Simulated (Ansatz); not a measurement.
## Preparing La2PbS4 (I-42d) as a host crystal

Aim: the runs on the perfect crystal La2PbS4 (I-42d) that a defect calculation needs first.

Method: plane-wave PAW DFT, PBEsol; relaxation of the host's cell and atoms, in the first sound run; inputs show where later runs differ, in Ansatz 0.2.0.

**1. Set-up**

It takes space group I-42d (No. 122, tetragonal). The conventional cell has a = 8.824 Å, b = 8.824 Å, c = 8.782 Å, α = 90.00°, β = 90.00°, γ = 90.00°. Nearest to La lie 8 S at 2.91 to 3.20 Å. Pb has 8 S at 2.99 to 3.19 Å nearest. Nearest to S lie 4 La at 2.91 to 3.20 Å and 2 Pb at 2.99 to 3.19 Å. Farther neighbours and most contacts between anions are not listed.

**2. Host cell relaxation**

Lattice and positions are set free, within the symmetry that the program keeps.

Contents of cell/input.yaml:

```yaml
crystal:
  lattice:
    - [-4.4117568, 4.4117568, 4.3909158]
    - [4.4117568, -4.4117568, 4.3909158]
    - [4.4117568, 4.4117568, -4.3909158]
  atoms:
    - { symbol: La, position: [0.375, 0.26027589, 0.38527589] }
    - { symbol: La, position: [0.875, 0.98972411, 0.61472411] }
    - { symbol: La, position: [0.73972411, 0.125, 0.11472411] }
    - { symbol: La, position: [0.01027589, 0.625, 0.88527589] }
    - { symbol: Pb, position: [0.25, 0.75, 0.5] }
    - { symbol: Pb, position: [0.5, 0.5, 0.0] }
    - { symbol: S, position: [0.26543216, 0.01684924, 0.89970403] }
    - { symbol: S, position: [0.63285479, 0.23315076, 0.74858292] }
    - { symbol: S, position: [0.48456784, 0.88427187, 0.25141708] }
    - { symbol: S, position: [0.76684924, 0.51543216, 0.39970403] }
    - { symbol: S, position: [0.63427187, 0.73456784, 0.75141708] }
    - { symbol: S, position: [0.11572813, 0.36714521, 0.60029597] }
    - { symbol: S, position: [0.98315076, 0.88285479, 0.24858292] }
    - { symbol: S, position: [0.11714521, 0.36572813, 0.10029597] }
basis:
  ecutwfc: 420
  xc_grid: 2
hamiltonian:
  xc: pbesol
kpoints:
  mp_grid: { grid: [5, 5, 5] }
scf:
  occupations: { method: fixed }
  max_iter: 100
relax:
  f_tol: 0.005
  max_steps: 60
  cell: {}
output:
  forces: true
  stress: true
checkpoint:
  write: "../cell.run"
  compress: false
  write_wavefunctions: false
  write_every: 100000
```

Launch:

```sh
> ansatz run input.yaml --threads 4 --pin off --max-ram 7536MiB --backend cpu --events-out ev --progress --plain --runs-dir out
```

Numbers of over 12 decimals in the logs are rounded to 6 here.

What it wrote:

```text
[... repeated set-up lines and file paths are left out, and long positions are rounded to six places ...]
Engine: ansatz 0.2.0, aarch64-unknown-linux-gnu
Pseudopotentials: kind: paw
Pseudopotential: La, paw, valence charge 11, recommended cutoff 420 eV (normal), La.paw.azcp
Pseudopotential: Pb, paw, valence charge 14, recommended cutoff 420 eV (normal), Pb.paw.azcp
Pseudopotential: S, paw, valence charge 6, recommended cutoff 420 eV (normal), S.paw.azcp
Functional definition: PBEsol
  exchange = pbesol_x
  correlation = pbesol_c
Crystal: 14 atoms, lattice volume = 341.852 Å³
Basis set: ecut = 420 eV, 6683 PW (Γ), exchange–correlation on 108×108×108 points (8 copies of the dense FFT grid, shifted against one another)
Bands: 74, of which v1, the nominal top of the filled ones, is band 60 counted from 1 (59 counted from 0)
Symmetry: 8 space group operations
Space group: I-42d (ITA 122), of the structure as read, at distance tolerance 7.0e-5 Å
k-points: 18 of 125 (time reversal used)
Non-local potential: La, projectors of the file, l = 0: 3, l = 1: 2, l = 2: 2, l = 3: 3
Non-local potential: Pb, projectors of the file, l = 0: 2, l = 1: 2, l = 2: 2, l = 3: 2
Non-local potential: S, projectors of the file, l = 0: 2, l = 1: 2, l = 2: 2
PAW form: soft (Blöchl's): semilocal exchange-correlation on the pseudo side does not see the compensation charge
PAW frozen core: La, regenerated for the run's functional, and the local potential with it (the file was generated under x = pbe(κ = 0.804, μ = 0.219515), c = pbe(β = 0.066725))
PAW frozen core: Pb, regenerated for the run's functional, and the local potential with it (the file was generated under x = pbe(κ = 0.804, μ = 0.219515), c = pbe(β = 0.066725))
PAW frozen core: S, regenerated for the run's functional, and the local potential with it (the file was generated under x = pbe(κ = 0.804, μ = 0.219515), c = pbe(β = 0.066725))
PAW one-centre angular grid: La, 590 points (default); XC on 64 Gauss nodes
PAW one-centre angular grid: Pb, 590 points (default); XC on 64 Gauss nodes
PAW one-centre angular grid: S, 110 points (default); XC on 64 Gauss nodes
Initial density: superposition of atomic densities (neutral atoms: chi_scale 0, normalization atom), corrected by the library's trained network
Initial wavefunctions: pseudopotential atomic-orbital guess
Functional: x = pbesol(κ = 0.804, μ = 0.123457), c = pbesol(β = 0.046)
SCF iter   1: F=—  HF=-55258.555495 eV  |F-HF|=—  |Δ(HF+E_count)|=         —  Δρ=5.54e-3  dr2=1.59e-1  ethr=1.77e-3  ⟨swp⟩=6.4  Hψ=5167  notcnv=0  defer=197
preconditioner: auto → Resta (q_TF=auto, 2.291 Å⁻¹)  ε∞=4.4  [insulator: Δε(μ)=2.010 eV  Ē_g=11.525 eV  n_scr=78 (ndim 8)  ℏωp=21.3 eV  f_vac=0.000  ε∞_Penn≈4.4]
SCF iter   2: F=—  HF=-55258.522973 eV  |F-HF|=—  |Δ(HF+E_count)|=   3.25e-2  Δρ=2.12e-3  dr2=1.51e-2  ethr=1.33e-4  ⟨swp⟩=4.0  Hψ=2025  notcnv=0  defer=214
SCF iter   3: F=—  HF=-55258.522392 eV  |F-HF|=—  |Δ(HF+E_count)|=   5.81e-4  Δρ=7.99e-4  dr2=1.75e-3  ethr=1.26e-5  ⟨swp⟩=4.4  Hψ=2145  notcnv=0  defer=179
automatic band count: iteration 3 solves 72 bands in place of 74: the levels show a gap, and the empty bands left out lie too high to hold charge; the band table lists the bands solved (type scf.n_extra_bands for more)
SCF iter   4: F=—  HF=-55258.522779 eV  |F-HF|=—  |Δ(HF+E_count)|=   3.87e-4  Δρ=1.62e-4  dr2=8.51e-5  ethr=1.46e-6  ⟨swp⟩=2.1  Hψ=1950  notcnv=0  defer=179
SCF iter   5: F=—  HF=-55258.522763 eV  |F-HF|=—  |Δ(HF+E_count)|=   1.67e-5  Δρ=3.19e-5  dr2=6.03e-6  ethr=7.09e-8  ⟨swp⟩=2.3  Hψ=2164  notcnv=0  defer=177
SCF iter   6: F=—  HF=-55258.522764 eV  |F-HF|=—  |Δ(HF+E_count)|=   1.55e-6  Δρ=9.47e-6  dr2=5.43e-7  ethr=5.03e-9  ⟨swp⟩=2.0  Hψ=1748  notcnv=0  defer=177
SCF iter   7: F=-55258.522764 eV  HF=-55258.522764 eV  |F-HF|=3.19e-9  |Δ(HF+E_count)|=   8.80e-8  Δρ=1.83e-6  dr2=1.49e-8  ethr=8.33e-11  ⟨swp⟩=5.0  Hψ=5039  notcnv=0
SCF 1 converged in 7 iterations: F = -55258.522764 eV  dr2 = 1.49e-8
  greatest PAW one-centre occupation: 0.981 electrons in one spin orbital (limit 2), on the Pb atom at site 5 (counted from 0), in its partial waves of l = 2
relax step   1: F+E_penalty+E_count = -55258.52276438 eV  Δ(F+E_penalty+E_count) = +0.000e0 eV  max|allowed force component| = 4.510e-2 eV/Å  Δτ_max = 0.0000 Å  P = -3.031 GPa  Ω = 341.852 Å³  (7 SCF iters, dr2 threshold 1.00e-7 eV, accepted)
[... the SCF cycles and remarks between the steps are left out from here to the last step ...]
relax step   2: F+E_penalty+E_count = -55258.49071919 eV  Δ(F+E_penalty+E_count) = +3.205e-2 eV  max|allowed force component| = 1.840e-1 eV/Å  Δτ_max = 0.0243 Å  P = +4.179 GPa  Ω = 312.080 Å³  energy of the carried Pulay correction = +1.223e-3 eV  (6 SCF iters, dr2 threshold 1.40e-6 eV, rejected (line search))
relax step   3: F+E_penalty+E_count = -55258.67974027 eV  Δ(F+E_penalty+E_count) = -1.570e-1 eV  max|allowed force component| = 4.065e-2 eV/Å  Δτ_max = 0.0248 Å  P = -0.278 GPa  Ω = 328.112 Å³  energy of the carried Pulay correction = +5.507e-4 eV  (9 SCF iters, accepted)
relax step   4: F+E_penalty+E_count = -55258.68405918 eV  Δ(F+E_penalty+E_count) = -4.319e-3 eV  max|allowed force component| = 4.813e-2 eV/Å  Δτ_max = 0.0156 Å  P = -0.162 GPa  Ω = 327.241 Å³  energy of the carried Pulay correction = +5.864e-4 eV  (5 SCF iters, dr2 threshold 2.58e-7 eV, accepted)
relax step   5: F+E_penalty+E_count = -55258.68629222 eV  Δ(F+E_penalty+E_count) = -2.233e-3 eV  max|allowed force component| = 1.035e-2 eV/Å  Δτ_max = 0.0121 Å  P = +0.087 GPa  Ω = 325.812 Å³  energy of the carried Pulay correction = +6.451e-4 eV  (5 SCF iters, dr2 threshold 1.45e-7 eV, accepted)
relax step   6: F+E_penalty+E_count = -55258.68655196 eV  Δ(F+E_penalty+E_count) = -2.597e-4 eV  max|allowed force component| = 1.994e-3 eV/Å  Δτ_max = 0.0030 Å  P = +0.003 GPa  Ω = 326.236 Å³  energy of the carried Pulay correction = +6.277e-4 eV  (5 SCF iters, dr2 threshold 3.11e-8 eV, accepted)
Initial wavefunctions: pseudopotential atomic-orbital guess (no wavefunctions were taken with the density)
iter 1 solved again at ethr=8.51e-8 eV; its pass at ethr=3.10e-3 eV (dr2=1.02e-4 eV) is discarded
SCF iter   1: F=—  HF=-55258.686061 eV  |F-HF|=—  |Δ(HF+E_count)|=         —  Δρ=2.96e-5  dr2=5.36e-7  ethr=8.51e-8  ⟨swp⟩=4.3  Hψ=9123  notcnv=0  defer=215
SCF iter   2: F=—  HF=-55258.685963 eV  |F-HF|=—  |Δ(HF+E_count)|=   9.82e-5  Δρ=1.48e-5  dr2=1.18e-7  ethr=4.47e-10  ⟨swp⟩=2.3  Hψ=2235  notcnv=0  defer=215
SCF iter   3: F=—  HF=-55258.685963 eV  |F-HF|=—  |Δ(HF+E_count)|=   1.01e-7  Δρ=2.18e-6  dr2=4.09e-9  ethr=9.83e-11  ⟨swp⟩=2.0  Hψ=1835  notcnv=0  defer=215
SCF iter   4: F=—  HF=-55258.685963 eV  |F-HF|=—  |Δ(HF+E_count)|=   2.44e-9  Δρ=2.87e-7  dr2=3.51e-10  ethr=3.41e-12  ⟨swp⟩=2.2  Hψ=2223  notcnv=0  defer=215
SCF iter   5: F=-55258.685963 eV  HF=-55258.685963 eV  |F-HF|=7.28e-12  |Δ(HF+E_count)|=  5.82e-11  Δρ=6.83e-8  dr2=2.81e-11  ethr=1.00e-12  ⟨swp⟩=5.1  Hψ=5034  notcnv=0
SCF 7 converged in 5 iterations: F = -55258.685963 eV  dr2 = 2.81e-11
relax step   7: F+E_penalty+E_count = -55258.68596276 eV  Δ(F+E_penalty+E_count) = +5.892e-4 eV  max|allowed force component| = 2.008e-3 eV/Å  Δτ_max = 0.0000 Å  P = +0.003 GPa  Ω = 326.236 Å³  stress off target by 5.13e-3 GPa  SCF on the basis re-selected at this cell (its energy is not comparable with the rows above)  (5 SCF iters)
basis re-selected at this cell: Δ(F+E_penalty+E_count) = +5.892e-4 eV, ΔP = -0.000 GPa vs the last step (what re-selecting the basis moved, of the pressure what is left beyond the Pulay correction that the steps carried, after the strain that the cell walked [...]
SCF converged after 5 iterations
Free energy (F): -55258.685963 eV
Harris-Foulkes:  -55258.685963 eV  (|F-HF|=7.28e-12)
Internal energy: -55258.685963 eV  (E = F + TS)
E sigma→0 (E₀):  -55258.685963 eV
Fermi energy:    9.237046 eV
--- Per-component energies (eV) ---
  E_band       = -122.242219
  E_kinetic    = 2201.036631
  E_local      = -4006.533576  (includes V_loc(G=0)·N_el)
  E_nonlocal   = 1325.288699
  E_hartree    = 1443.404253
  E_xc         = -1768.190284
  E_vxc        = -1563.217876  (∫ρ·V_xc dr)
  E_paw        = -46497.601547  (= ΣΔE_a)
  E_vpaw       = -965.624795  (= ΣTr[D̂ρ^β])
  E_aug_tail   = 0.000107  (compensation charges beyond the density's cutoff)
  E_ewald      = -7957.388109
  E_core_change = 1.297865  (= ΣΔE_core)
  E_smearing   = -0.000000  (= −TS)
  E_closure    = -0.000000  (closes the sum)
  Σ components = -55258.685963   (vs F -55258.685963, Δ=0.00e0)
--- Forces (eV/Å), atoms counted from 1 ---
  atom   1  La     0.00200818     0.00000000     0.00000000
  atom   2  La    -0.00200818    -0.00000000     0.00000000
  atom   3  La     0.00000000    -0.00200818     0.00000000
  atom   4  La     0.00000000     0.00200818    -0.00000000
  atom   5  Pb    -0.00000000     0.00000000    -0.00000000
  atom   6  Pb    -0.00000000    -0.00000000    -0.00000000
  atom   7  S      0.00001200     0.00072476     0.00096547
  atom   8  S     -0.00001200     0.00072476    -0.00096547
  atom   9  S      0.00001200    -0.00072476    -0.00096547
  atom  10  S      0.00072476     0.00001200     0.00096547
  atom  11  S     -0.00072476     0.00001200    -0.00096547
  atom  12  S     -0.00072476    -0.00001200     0.00096547
  atom  13  S      0.00072476    -0.00001200    -0.00096547
  atom  14  S     -0.00001200    -0.00072476     0.00096547
  max |Σ_I F_I| component: 1.69e-17 eV/Å
--- Stress (GPa, compression-positive) ---
        0.005133       0.000000      -0.000000
        0.000000       0.005133       0.000000
        0.000000       0.000000      -0.002413
  P = ⅓ Tr σ = 0.0026 GPa (0.026 kbar)
--- Relaxed structure (6 steps of the walk, 5 accepted, 1 SCFs on fresh bases) ---
  F+E_penalty+E_count = -55258.68596276 eV   max|allowed force component| = 2.008e-3 eV/Å   (the final SCF, on the basis selected at the relaxed cell)
  cell:  # Å, volume = 326.2363 Å³
    - [-4.343502, 4.343502, 4.323070]
    - [4.343502, -4.343502, 4.323070]
    - [4.343502, 4.343502, -4.323070]
  atoms:
    - { symbol: La, position: [0.375, 0.259878, 0.384878] }
    - { symbol: La, position: [0.875, 0.990122, 0.615122] }
    - { symbol: La, position: [0.740122, 0.125000, 0.115122] }
    - { symbol: La, position: [0.009878, 0.625, 0.884878] }
    - { symbol: Pb, position: [0.250000, 0.750000, 0.500000] }
    - { symbol: Pb, position: [0.5, 0.5, 0] }
    - { symbol: S, position: [0.270627, 0.023172, 0.905392] }
    - { symbol: S, position: [0.632220, 0.226828, 0.747455] }
    - { symbol: S, position: [0.479373, 0.884765, 0.252545] }
    - { symbol: S, position: [0.773172, 0.520627, 0.405392] }
    - { symbol: S, position: [0.634765, 0.729373, 0.752545] }
    - { symbol: S, position: [0.115235, 0.367780, 0.594608] }
    - { symbol: S, position: [0.976828, 0.882220, 0.247455] }
    - { symbol: S, position: [0.117780, 0.365235, 0.094608] }
```

Elapsed: 89 s, on 4 threads of Arm Neoverse V1, shared host; peak memory 1.1 GiB; 5.8 min of CPU time.

The steps of the relaxation:

| step | energy less that of the first step (eV) | largest force component (eV/Å) | pressure (GPa) | volume (Å³) |
| --- | --- | --- | --- | --- |
| 1 | 0.0000 | 0.0451 | -3.03 | 341.85 |
| 2 | 0.0320 | 0.1840 | 4.18 | 312.08 |
| 3 | -0.1570 | 0.0406 | -0.28 | 328.11 |
| 4 | -0.1613 | 0.0481 | -0.16 | 327.24 |
| 5 | -0.1635 | 0.0103 | 0.09 | 325.81 |
| 6 | -0.1638 | 0.0020 | 0.00 | 326.24 |
| 7* | -0.1632 | 0.0020 | 0.00 | 326.24 |

Relaxation steps marked * repeat the geometry before them on a plane-wave basis chosen anew for their cell, so energy and pressure can jump there. Relaxation step 2 was tried and not accepted.

Forces are held to the 8 operations that the run works with; a distortion that breaks them can't arise in this run.

| conventional cell, symmetrised | before | after | change |
| --- | --- | --- | --- |
| a (Å) | 8.824 | 8.687 | -1.5 % |
| b (Å) | 8.824 | 8.687 | -1.5 % |
| c (Å) | 8.782 | 8.646 | -1.5 % |
| volume (Å³/atom) | 24.42 | 23.30 | -4.6 % |

The atoms that moved most (Å, as changes of fractional coordinates times the final cell):

```csv
atom,dx,dy,dz,length
S9,0.030,-0.020,-0.025,0.044
S7,0.030,0.020,0.025,0.044
S13,0.020,-0.030,-0.025,0.044
S8,-0.030,0.020,-0.025,0.044
S14,-0.030,-0.020,0.025,0.044
S11,-0.020,0.030,-0.025,0.044
S12,-0.020,-0.030,0.025,0.044
S10,0.020,0.030,0.025,0.044
```

This step gave:

```yaml
pressure: 0.002618 GPa
```

The relaxation ends with a largest force component of 0.0020 eV/Å and a pressure of 0.00 GPa.

(Part 1 of 4 ends here.)

[Logs are printed without paths, hosts, clocks, repeated set-up lines and the standing remarks that a program may print on its own settings, such as how far it seeks lower states.]

[Hosts, paths, dates, database ids (printed as entryN), source tags and the programs' standing remarks are cut or masked in the printed files.]

[Runs of the host that timed out are not shown.]

[For some hosts the program warned that the k-mesh of the response run may be too coarse for force constants and the static dielectric constant; such warnings are not always shown.]
